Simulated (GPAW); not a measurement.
## Quasiparticle gap of SrAlGeH (P3m1) in GPAW

Aim: the G0W0 gap of SrAlGeH (P3m1) on LDA, step by step.

Program: GPAW 26.7.0. Level of theory: LDA and many-body steps on it, plane waves. Results are calculated unless marked as measured.

## 1. Set-up

It takes space group P3m1 (No. 156, trigonal). The conventional cell has a = 4.266 Å, b = 4.266 Å, c = 4.967 Å, α = 90.00°, β = 90.00°, γ = 120.00°. Sr has 3 H at 2.51 Å nearest. Al has 1 H at 1.75 Å and 3 Ge at 2.52 Å nearest. Nearest to Ge lie 3 Al at 2.52 Å. Nearest to H lie 1 Al at 1.75 Å and 3 Sr at 2.51 Å. Farther neighbours are not listed.

The cell and positions are those that the Materials Project relaxed with its own functionals (PBE, PBE+U or r2SCAN), kept fixed.

## 2. Ground state

This step: GPAW 26.7.0; DFT, LDA, plane waves, PAW.

The ground-state density comes first.

Contents of run.py:

```python
import json
import numpy as np
from gpaw.mpi import world
from ase import Atoms
from gpaw import GPAW, PW, FermiDirac

atoms = Atoms(['Sr', 'Al', 'Ge', 'H'],
    cell=[[4.2657904268, 0.0000000000, 0.0000000000],
      [-2.1328952134, 3.6942828768, 0.0000000000],
      [0.0000000000, 0.0000000000, 4.9672680000]],
    scaled_positions=[[0.3333333333, 0.6666666667, 0.0046010000],
      [0.0000000000, 0.0000000000, 0.4580490000],
      [0.6666666667, 0.3333333333, 0.5612960000],
      [0.0000000000, 0.0000000000, 0.1052520000]],
    pbc=(True, True, True))
calc = GPAW(mode=PW(600),
    xc='LDA',
    kpts={'size': (6, 6, 6), 'gamma': True},
    occupations=FermiDirac(0.001),
    nbands=-8,
    convergence={'density': 1e-6, 'bands': -3},
    maxiter=100,
    txt='gs.txt')
atoms.calc = calc
res = {'energy': atoms.get_potential_energy()}
kpts = calc.get_ibz_k_points()
res['kpts'] = kpts
res['eigenvalues'] = [calc.get_eigenvalues(kpt=k) for k in range(len(kpts))]
res['n_electrons'] = calc.get_number_of_electrons()
calc.write('gs.gpw')

if world.rank == 0:
    with open('result.json', 'w') as f:
        json.dump(res, f, default=lambda x: x.tolist())
```

Command:

```
$ mpirun -n 4 gpaw python run.py
```

Numbers of over 12 decimals in the logs are rounded to 6 here.

The log of the run:

```text
__  _  _
 | _ |_)|_||  |
 |__||  | ||/\| - 26.7.0

Input parameters:
  mode=PW(ecut=600.0),
  convergence={'density': 1e-06, 'bands': -3},
  kpts=MonkhorstPack(size=(6, 6, 6), gamma=True),
  maxiter=100,
  nbands=-8,
  occupations=Occupations(name='fermi-dirac', width=0.001, fixmagmom=False),
  xc=XC(name='LDA')
  [... matrices ...]
Diagonalizing LCAO Hamiltonian
Converting LCAO to pw mode

             Ge

       Al
         Sr
       H

Atoms  # Å, Bohr magnetons
|   | symbol |         x |        y |        z |    initial magnetic moments |
| 0 |     Sr | -0.000000 | 2.462855 | 0.022854 | ( 0.0000,  0.0000,  0.0000) |
| 1 |     Al |  0.000000 | 0.000000 | 2.275252 | ( 0.0000,  0.0000,  0.0000) |
| 2 |     Ge |  2.132895 | 1.231428 | 2.788108 | ( 0.0000,  0.0000,  0.0000) |
| 3 |      H |  0.000000 | 0.000000 | 0.522815 | ( 0.0000,  0.0000,  0.0000) |

Unit cell  # Å
| periodic |         x |        y |        z |  lengths |     angles |
|      yes |  4.265790 | 0.000000 | 0.000000 | 4.265790 |  90.000000 |
|      yes | -2.132895 | 3.694283 | 0.000000 | 4.265790 |  90.000000 |
|      yes |  0.000000 | 0.000000 | 4.967268 | 4.967268 | 120.000000 |

Number of symmetries: 6
Symmetry operations  # r_c * U_cc + t_c -> r_c
|   | kind |            matrix            |
| 0 |  σ   |  1, 1, 0,  0,-1, 0,  0, 0, 1 |
| 1 |  E   |  1, 0, 0,  0, 1, 0,  0, 0, 1 |
| 2 |  C3  |  0, 1, 0, -1,-1, 0,  0, 0, 1 |
| 3 |  σ   |  0,-1, 0, -1, 0, 0,  0, 0, 1 |
| 4 |  σ   | -1, 0, 0,  1, 1, 0,  0, 0, 1 |
| 5 |  C3  | -1,-1, 0,  1, 0, 0,  0, 0, 1 |

BZ-sampling:
  Number of BZ points: 216
  Number of IBZ points: 34

  Monkhorst-Pack size: [6, 6, 6]
  Monkhorst-Pack shift: [0.083333, 0.083333, 0.083333]

K-points  # in reciprocal-cell coordinates
|     |                                coordinates |     weight |
|   0 | (  0.00000000,   0.00000000,   0.00000000) | 0.00462963 |
|   1 | (  0.00000000,   0.00000000,   0.16666667) | 0.00925926 |
|   2 | (  0.00000000,   0.00000000,   0.33333333) | 0.00925926 |
|   3 | (  0.00000000,   0.00000000,   0.50000000) | 0.00462963 |
|   4 | (  0.16666667,   0.00000000,  -0.33333333) | 0.02777778 |
|   5 | (  0.16666667,   0.00000000,  -0.16666667) | 0.02777778 |
|   6 | (  0.16666667,   0.00000000,   0.00000000) | 0.02777778 |
|   7 | (  0.16666667,   0.00000000,   0.16666667) | 0.02777778 |
|   8 | (  0.16666667,   0.00000000,   0.33333333) | 0.02777778 |
|   9 | (  0.16666667,   0.00000000,   0.50000000) | 0.02777778 |
| ... |                                            |            |
|  33 | (  0.50000000,   0.50000000,   0.50000000) | 0.01388889 |

Plane wave coefficients: 2660
Cutoff: 600.0 eV

Spin-components: 1 (collinear spins)
Bands:           17
Projectors:      18
Spin-degeneracy: 2
Datatype:        complex128

  Storage: CPU
  Wave functions: 24_534_944 bytes (6_133_736 per core)
  Projectors: 44_740_192 bytes (11_185_048 per core)
  [... matrices ...]
Parallelization:
  kpt:    4
  domain: 1
  band:   1

Density:
  Valence electrons: 18.0
  Components: 1
  Grid points: [25 25 30]
  Charge: 0.0  # |e|

Potential:
  Grid points: [25 25 30]

species:
  Sr:
    name:    Strontium
    Z:       38.0
    valence: 10
    core:    28
    charge:  0.0  # [|e|]
    compensation charges:
      type: gauss
      rc: 0.40  # [Å]
      lmax: 2
    cutoffs:
      filter: 2.39  # [Å]
      core: 1.85  # [Å]
    projectors
    | kind |    occ | energy [eV] | rcut [Å] |
    |   4s |  2.000 |     -40.901 |    1.291 |
    |   5s |  2.000 |      -3.641 |    1.291 |
    |   4p |  6.000 |     -22.864 |    1.291 |
    |    p |        |       4.348 |    1.291 |
    |    d |        |       0.000 |    1.254 |

    Using partial waves for Sr as LCAO basis

  Al:
    name:    Aluminium
    Z:       13.0
    valence: 3
    core:    10
    charge:  0.0  # [|e|]
    compensation charges:
      type: gauss
      rc: 0.34  # [Å]
      lmax: 2
    cutoffs:
      filter: 1.91  # [Å]
      core: 2.36  # [Å]
    projectors
    | kind |    occ | energy [eV] | rcut [Å] |
    |   3s |  2.000 |      -7.830 |    1.085 |
    |   3p |  1.000 |      -2.783 |    1.085 |
    |    s |        |      19.382 |    1.085 |
    |    p |        |      24.428 |    1.085 |
    |    d |        |       0.000 |    1.085 |

    Using partial waves for Al as LCAO basis

  Ge:
    name:    Germanium
    Z:       32.0
    valence: 4
    core:    28
    charge:  0.0  # [|e|]
    compensation charges:
      type: gauss
      rc: 0.32  # [Å]
      lmax: 2
    cutoffs:
      filter: 1.77  # [Å]
      core: 3.42  # [Å]
    projectors
    | kind |    occ | energy [eV] | rcut [Å] |
    |   4s |  2.000 |     -11.940 |    1.005 |
    |   4p |  2.000 |      -4.047 |    1.005 |
    |    s |        |      15.272 |    1.005 |
    |    p |        |      23.164 |    1.005 |
    |    d |        |       0.000 |    1.005 |

    Using partial waves for Ge as LCAO basis

  H:
    name:    Hydrogen
    Z:       1.0
    valence: 1
    core:    0
    charge:  0.0  # [|e|]
    compensation charges:
      type: gauss
      rc: 0.15  # [Å]
      lmax: 2
    cutoffs:
      filter: 0.85  # [Å]
      core: 0.53  # [Å]
    projectors
    | kind |    occ | energy [eV] | rcut [Å] |
    |   1s |  1.000 |      -6.353 |    0.476 |
    |    s |        |      20.858 |    0.476 |
    |    p |        |       0.000 |    0.476 |

    Using partial waves for H as LCAO basis

Reference energy: -150005.103043  # eV

eigensolver:
  PPCG
  Converge bands: -3
  niter=2

density mixing:
  MSR1-Mixer
  Pratt-step length: 0.05
  Maximum mixing coefficient: 0.75
  Old densities: 10
  SVD Regularization: 0.005
  Good broyden scale: 1.0
  Trust region scale: 1.0
  Backstep threshold: 4.0
  History deletion threshold: 6.0
  Fourier metric: weight=20.0, sigma=0.015

occupation numbers:
  Fermi-Dirac:
    width: 0.0010  # eV

poisson solver:
  ecut: 4800.0  # eV

xc functional:
  name: None

Initialization done in: 0.829 s

convergence criteria:
- Maximum integral of absolute [dens]ity change: 1e-06 electrons / valence electron
- Maximum [total energy] change in last 3 cyles: 0.0005 eV / valence electron
- Maximum integral of absolute [eigenst]ate change: 4e-08 eV^2 / valence electron
maximum number of iterations: 100

SCF iterations
|iter     |     time |      energy | eigst |  dens |
|iter:   1|  |  -17.530063 | +1.04 |       |
|iter:   2|  |  -17.464808 | +0.08 | -0.98 |
|iter:   3|  |  -17.059428 | -0.52 | -1.01 |
|iter:   4|  |  -17.031667 | -1.29 | -1.55 |
|iter:   5|  |  -17.031262 | -1.86 | -2.17 |
|iter:   6|  |  -17.031246c| -3.11 | -2.50 |
|iter:   7|  |  -17.031247c| -2.84 | -3.42 |
|iter:   8|  |  -17.031247c| -3.61 | -3.86 |
|iter:   9|  |  -17.031247c| -3.84 | -4.50 |
|iter:  10|  |  -17.031247c| -5.52 | -5.28 |
|iter:  11|  |  -17.031247c| -6.55 | -5.90 |
|iter:  12|  |  -17.031247c| -7.42c| -6.40c|

Converged in 12 steps
SCF loop duration: 5.937 s (0.495 s/step)
Energy contributions relative to reference atoms: (reference = -150005.103043)
  [... matrices ...]
Energy contributions:
  Kinetic:          19.524157
  Coulomb:         -15.105531
  Zero:             -0.251016
  External:          0.000000
  Xc:              -21.198857
  Entropy:          -0.000000
  Spinorbit:         0.000000
  ----------------------------
  Free energy:     -17.031247
  Extrapolated:    -17.031247

dipole moment: (-6.202509, -7.328471, -19.498055)  # |e|*Ang

Fermi level: 5.733
Eigenvalues  # (at kpt = [0.000, 0.000, 0.000])
| band index |      eig [eV] | occ [0-2] |
|          0 |       -29.795 |     2.000 |
|          1 |       -11.951 |     2.000 |
|          2 |       -11.789 |     2.000 |
|          3 |       -11.789 |     2.000 |
|          4 |        -4.539 |     2.000 |
|          5 |         0.674 |     2.000 |
|          6 |         3.876 |     2.000 |
|          7 |         4.710 |     2.000 |
|          8 |         4.710 |     2.000 |
|          9 |         6.538 |     0.000 |
|         10 |         8.419 |     0.000 |
|         11 |         8.419 |     0.000 |
|         12 |         9.652 |     0.000 |
|         13 |         9.652 |     0.000 |
|         14 |         9.744 |     0.000 |
|         15 |         9.838 |     0.000 |
|         16 |         9.838 |     0.000 |

Gap: 0.627 eV
Transition (v -> c):
  (s=0, k=3, n=8, [0.00, 0.00, 0.50]) -> (s=0, k=31, n=9, [0.50, 0.50, 0.17])
Direct/indirect transitions are different
Direct gap: 1.311 eV
Transition at: (s=0, k=30, n=8, [0.50, 0.50, 0.00])
# Writing to gs.gpw (mode='')
  [... matrices ...]
```

It took 8.3 s on 4 MPI ranks of Arm Neoverse V2, shared host; peak memory 0.72 GiB.

This step gave:

```
total energy               : -17.03 eV
gap                        : 0.6271 eV
k of the valence top       : 0, 0, 0.5
k of the conduction bottom : 0.5, 0.5, 0.1667
least direct gap           : 1.311 eV
```

The gap is indirect, with the least direct gap 0.68 eV higher.

## 3. Empty states on the mesh, 3×3×2 mesh, 103 bands

The sums over transitions need many empty states on a uniform mesh; this step solves for them.

Contents of run.py:

```python
import json
import numpy as np
from gpaw.mpi import world
from gpaw import GPAW

calc = GPAW('gs.gpw').fixed_density(kpts={'size': (3, 3, 2), 'gamma': True},
    nbands=120,
    convergence={'bands': 103},
    txt='nscf.txt')
calc.write('full.gpw', mode='all')
res = {}
kpts = calc.get_ibz_k_points()
res['kpts'] = kpts
res['eigenvalues'] = [calc.get_eigenvalues(kpt=k) for k in range(len(kpts))]
res['n_electrons'] = calc.get_number_of_electrons()

if world.rank == 0:
    with open('result.json', 'w') as f:
        json.dump(res, f, default=lambda x: x.tolist())
```

Command:

```
$ mpirun -n 4 gpaw python run.py
```

The log of the run:

```text
Diagonalizing LCAO Hamiltonian
Converting LCAO to pw mode
convergence criteria:
- Maximum integral of absolute [eigenst]ate change: 4e-08 eV^2 / valence electron
maximum number of iterations: 100

SCF iterations
|iter     |     time |      energy | eigst |  dens |
|iter:   1|  |             | +4.35 |       |
|iter:   2|  |             | +3.10 |       |
|iter:   3|  |             | +1.96 |       |
[...]
|iter:  12|  |             | -6.48 |       |
|iter:  13|  |             | -7.06 |       |
|iter:  14|  |             | -7.48c|       |
SCF steps: 14
  __  _  _
 | _ |_)|_||  |
 |__||  | ||/\| - 26.7.0

Input parameters:
  mode=PW(ecut=600.0),
  convergence={'bands': 103},
  gpts=array([25, 25, 30]),
  kpts=MonkhorstPack(size=(3, 3, 2), gamma=True),
  maxiter=100,
  nbands=120,
  occupations=Occupations(name='fermi-dirac', width=0.001, fixmagmom=False),
  parallel={},
  xc=XC(name='LDA')
# Writing to full.gpw (mode='all')
  [... matrices ...]

timing:  # [seconds]
  Total: 0.046  # ━━━━━━━━━━━━━━━━━━━━━━━━━━━━━━━━━━━━━━━━━━━━━━━━━━━━━━━━━━━
```

Run time: 14 s. Hardware: 4 MPI ranks; peak memory 0.74 GiB; 56 s of CPU time.

This step gave:

```yaml
gap: 1.011 eV
k_of_the_valence_top: 0, 0, 0.5
k_of_the_conduction_bottom: 0.3333, 0, 0
least_direct_gap: 1.360 eV
k_points_computed: 6
lowest_point_of_the_top_converged_band_above_the_valence_top: 55.6068 eV
```

On this mesh the gap is 1.011 eV. The earlier step found 0.627 eV, so this mesh misses an edge.

## 4. Screening and self-energy, 3×3×2 mesh, 93 bands, screening to 65 eV

Now the one-shot GW correction: screening in the RPA, then the self-energy of the levels asked for.

This step: G0W0 on LDA, plane waves, PAW.

Contents of run.py:

```python
import json
import numpy as np
from gpaw.mpi import world
from gpaw.response.g0w0 import G0W0

gw = G0W0('full.gpw',
    filename='gw',
    kpts=[0, 1, 2],
    bands=(7, 11),
    ecut=65,
    nbands=93,
    integrate_gamma='WS',
    ppa=True)
gw.calculate()
res = {mode: {k: v for k, v in r.items() if k != 'sigma_eskwn'}
       for mode, r in gw.all_results.items()}

if world.rank == 0:
    with open('result.json', 'w') as f:
        json.dump(res, f, default=lambda x: x.tolist())
```

Command:

```
$ mpirun -n 4 gpaw python run.py
```

The log of the run:

```text
Using integrator: PointIntegrator
FrequencyGridDescriptor(from 0.000+0.000j to 0.000+27.211j eV, 2 points)
Nonperiodic BCs:  [False False False]
Using integrator: PointIntegrator
FrequencyGridDescriptor(from 0.000+0.000j to 0.000+27.211j eV, 2 points)
Nonperiodic BCs:  [False False False]
  ___  _ _ _
 |   || | | |
 | | || | | |
 |__ ||_____|
 |___|

BZ k-points: Symmetries present (total): 6

  [... matrices ...]
18 k-points: 3 x 3 x 2 Monkhorst-Pack grid + [0.000000,0.000000,1/4]
6 k-points in the irreducible part of the Brillouin zone
       k-points in crystal coordinates                weights
   0:     0.00000000    0.00000000    0.00000000          1/18
   1:     0.00000000    0.00000000    0.50000000          1/18
   2:     0.33333333    0.00000000    0.00000000          6/18
   3:     0.33333333    0.00000000    0.50000000          6/18
   4:     0.33333333    0.33333333    0.00000000          2/18
   5:     0.33333333    0.33333333    0.50000000          2/18

Distributing spins, k-points and bands (1 x 3 x 4) over 4 processes
Number of blocks: 1

Quasi particle states:
k-points (IBZ indices): [0, 1, 2]
Band range: (7, 11)
  [... matrices ...]
Computational parameters:
Plane wave cut-off: 65 eV
Number of bands: 93
Coulomb cutoff: None
Broadening: 0.1 eV

fxc modes: GW
Kernel: RPA
Using Godby-Needs plasmon-pole approximation:
  Fitting energy: i*E0, E0 = 1.000 Hartree
Summing all q:

Calculating screened Coulomb potential
No Coulomb truncation
FrequencyGridDescriptor(from 0.000+0.000j to 0.000+27.211j eV, 2 points)
Removing empty qpoint cache files...

Calculating chi0 body with:
    Ground state adapter containing:
    Number of spins: 1
    Number of kpoints: 18
    Number of irreducible kpoints: 6
    Number of completely occupied states: 9
    Number of partially occupied states: 9
    Occupied states memory: 2.574921 M / cpu

    Linear response parametrization:
    q_c: [0.0, 0.0, 0.0]
    Number of frequency points: 2
    Planewave cutoff: 65.0
    Number of bands: 93
    Number of planewaves: 85
    Broadening (eta): 1e-06
    comm.size: 4
    kncomm.size: 4
    blockcomm.size: 1

    Memory estimate of potentially large arrays:
        chi0_wGG: 0.220490 M / cpu
Integrating chi0 body.

Symmetries of q_c:
    Direct symmetries (Uq -> q): 6
    Indirect symmetries (TUq -> q): 6
In total 12 allowed symmetries.

  [... matrices ...]
6 groups of equivalent kpoints. 66.666667% reduction.

Integral kind: response function
Integrating chi0 head and wings.

Symmetries of q_c:
    Direct symmetries (Uq -> q): 6
    Indirect symmetries (TUq -> q): 6
In total 12 allowed symmetries.

  [... matrices ...]
6 groups of equivalent kpoints. 66.666667% reduction.

Integral kind: response function wings

Calculating chi0 body with:
    Ground state adapter containing:
    Number of spins: 1
    Number of kpoints: 18
    Number of irreducible kpoints: 6
    Number of completely occupied states: 9
    Number of partially occupied states: 9
    Occupied states memory: 2.574921 M / cpu

[... the further q-points ...]

Results:
f:      Occupation numbers
eps:     KS-eigenvalues [eV]
vxc:     KS vxc [eV]
exx:     Exact exchange [eV]
sigma:   Self-energies [eV]
dsigma:  Self-energy derivatives
Z:       Renormalization factors
qp:      QP-energies [eV]

k-point 0 (0): (0.000, 0.000, 0.000)                GW
band       f     eps     vxc     exx   sigma  dsigma       Z      qp
                                                                   GW
   7   1.000   4.710 -12.355 -13.599   1.202  -0.285   0.778   4.678
   8   1.000   4.710 -12.355 -13.599   1.203  -0.285   0.778   4.678
   9   0.000   6.538 -12.143  -7.671  -3.748  -0.278   0.782   7.104
  10   0.000   8.419 -11.311  -6.574  -4.113  -0.283   0.779   8.904

k-point 1 (1): (0.000, 0.000, 0.500)                GW
band       f     eps     vxc     exx   sigma  dsigma       Z      qp
                                                                   GW
   7   1.000   5.119 -12.798 -14.069   1.229  -0.283   0.779   5.087
   8   1.000   5.294 -11.680 -12.768   0.973  -0.282   0.780   5.204
   9   0.000   6.654 -13.539  -8.866  -3.744  -0.280   0.781   7.380
  10   0.000   7.175 -11.301  -6.704  -3.877  -0.272   0.786   7.741

k-point 2 (2): (0.333, 0.000, 0.000)                GW
band       f     eps     vxc     exx   sigma  dsigma       Z      qp
                                                                   GW
   7   1.000   4.023 -12.296 -13.981   1.524  -0.296   0.772   3.898
   8   1.000   4.393 -11.160 -12.214   1.003  -0.288   0.777   4.353
   9   0.000   6.305 -10.843  -6.656  -3.681  -0.273   0.786   6.702
  10   0.000   7.534 -11.013  -6.564  -3.869  -0.267   0.790   7.992
```

The job ended after 12 s (4 MPI ranks; peak memory 1.3 GiB; 46 s of CPU time).

Numbers from this step:

```
G0W0 gap on the points computed              : 1.498 eV
least direct G0W0 gap on the computed points : 2.175 eV
Z at the valence top                         : 0.7799
Z at the conduction bottom                   : 0.7857
starting gap on the mesh                     : 1.011 eV
k of the valence top                         : 0, 0, 0.5
k of the conduction bottom                   : 0.3333, 0, 0
```

The gap on the mesh goes from 1.01 eV to 1.50 eV, a correction of +0.49 eV. The start differs from the 0.63 eV found before because the two sample other k points.

Limits: finite bands, cutoff and mesh; no spin-orbit coupling; coarse k mesh. v1 is the top filled band, c1 the lowest empty one. The levels before and after the correction (eV, zero at the valence-band top of each column):

|  | conduction bottom | valence top |
| --- | --- | --- |
| Kohn-Sham | 1.01 | 0.00 |
| G0W0 | 1.50 | 0.00 |

|  | level | energy (eV) |
| --- | --- | --- |
| Kohn-Sham | (0 0 0.5) v2 | -0.174 |
| Kohn-Sham | (0 0 0.5) v1 | 0.000 |
| Kohn-Sham | (0 0 0.5) c1 | 1.360 |
| Kohn-Sham | (0 0 0.5) c2 | 1.881 |
| Kohn-Sham | (0.333 0 0) v2 | -1.271 |
| Kohn-Sham | (0.333 0 0) v1 | -0.901 |
| Kohn-Sham | (0.333 0 0) c1 | 1.011 |
| Kohn-Sham | (0.333 0 0) c2 | 2.240 |
| G0W0 | (0 0 0.5) v2 | -0.118 |
| G0W0 | (0 0 0.5) v1 | 0.000 |
| G0W0 | (0 0 0.5) c1 | 2.175 |
| G0W0 | (0 0 0.5) c2 | 2.537 |
| G0W0 | (0.333 0 0) v2 | -1.306 |
| G0W0 | (0.333 0 0) v1 | -0.851 |
| G0W0 | (0.333 0 0) c1 | 1.498 |
| G0W0 | (0.333 0 0) c2 | 2.788 |

## 5. Where the time went

Times are wall times on 4 MPI ranks of Arm Neoverse V2, shared host, good to a factor of about two.

| step | time | share | memory (GiB) |
| --- | --- | --- | --- |
| ground state | 8.3 s | 24 % | 0.72 |
| empty states on the mesh | 14 s | 42 % | 0.74 |
| screening and self-energy | 12 s | 34 % | 1.3 |

## 6. Summary of results

| Item | Value |
| --- | --- |
| LDA gap | 0.63 eV, indirect |
| G0W0 gap on the mesh | 1.50 eV |
| G0W0 gap over the zone (rigid shift) | 1.11 eV |
| GW settings | 3×3×2 mesh, 93 bands, screening to 65 eV, Godby-Needs plasmon pole |
| known limits | not at the basis limit; no spin-orbit coupling; coarse k mesh |

**Reading.** G0W0 moves the gap on the mesh from 1.01 eV to 1.50 eV (+0.49 eV), with Z of 0.78 and 0.79 at the edges. The mesh misses the band edges by 0.38 eV in all; a rigid shift gives 1.11 eV for the zone. Only 3 of the mesh's irreducible points were corrected, so a valley elsewhere could overtake. Bands and cutoff are finite, so the gap is not at the basis limit. The miss can reach some tenths of an eV and take either sign; the mesh is an error of its own. These stock PAW sets were not made for GW; the filled d or f shell of Ge lies in the frozen core, which bears on start and correction. In the G0W0 run levels were corrected at 3 k points alone, so a gap called «on the mesh» is the least over those, and an edge elsewhere would be missed. A denser mesh or path gives a starting gap of 0.63 eV: the GW mesh misses a band edge, so its gaps are not the fundamental one. The 3×3×2 mesh is coarse for this cell, which bears on the long-range parts of exchange and screening. The many-body steps are scalar-relativistic: spin-orbit coupling is not in them.

[Paths, hosts, dates, memory and timing lines, banners, echoed tables and standing remarks are left out of the program output.]

[Logs are printed without paths, hosts, clocks, repeated set-up lines and the standing remarks that a program may print on its own settings, such as how far it seeks lower states.]

[Runs of the session that timed out or met a known fault of the program may be left out.]

[Hosts, paths, dates, database ids (printed as entryN), source tags and the programs' standing remarks are cut or masked in the printed files.]
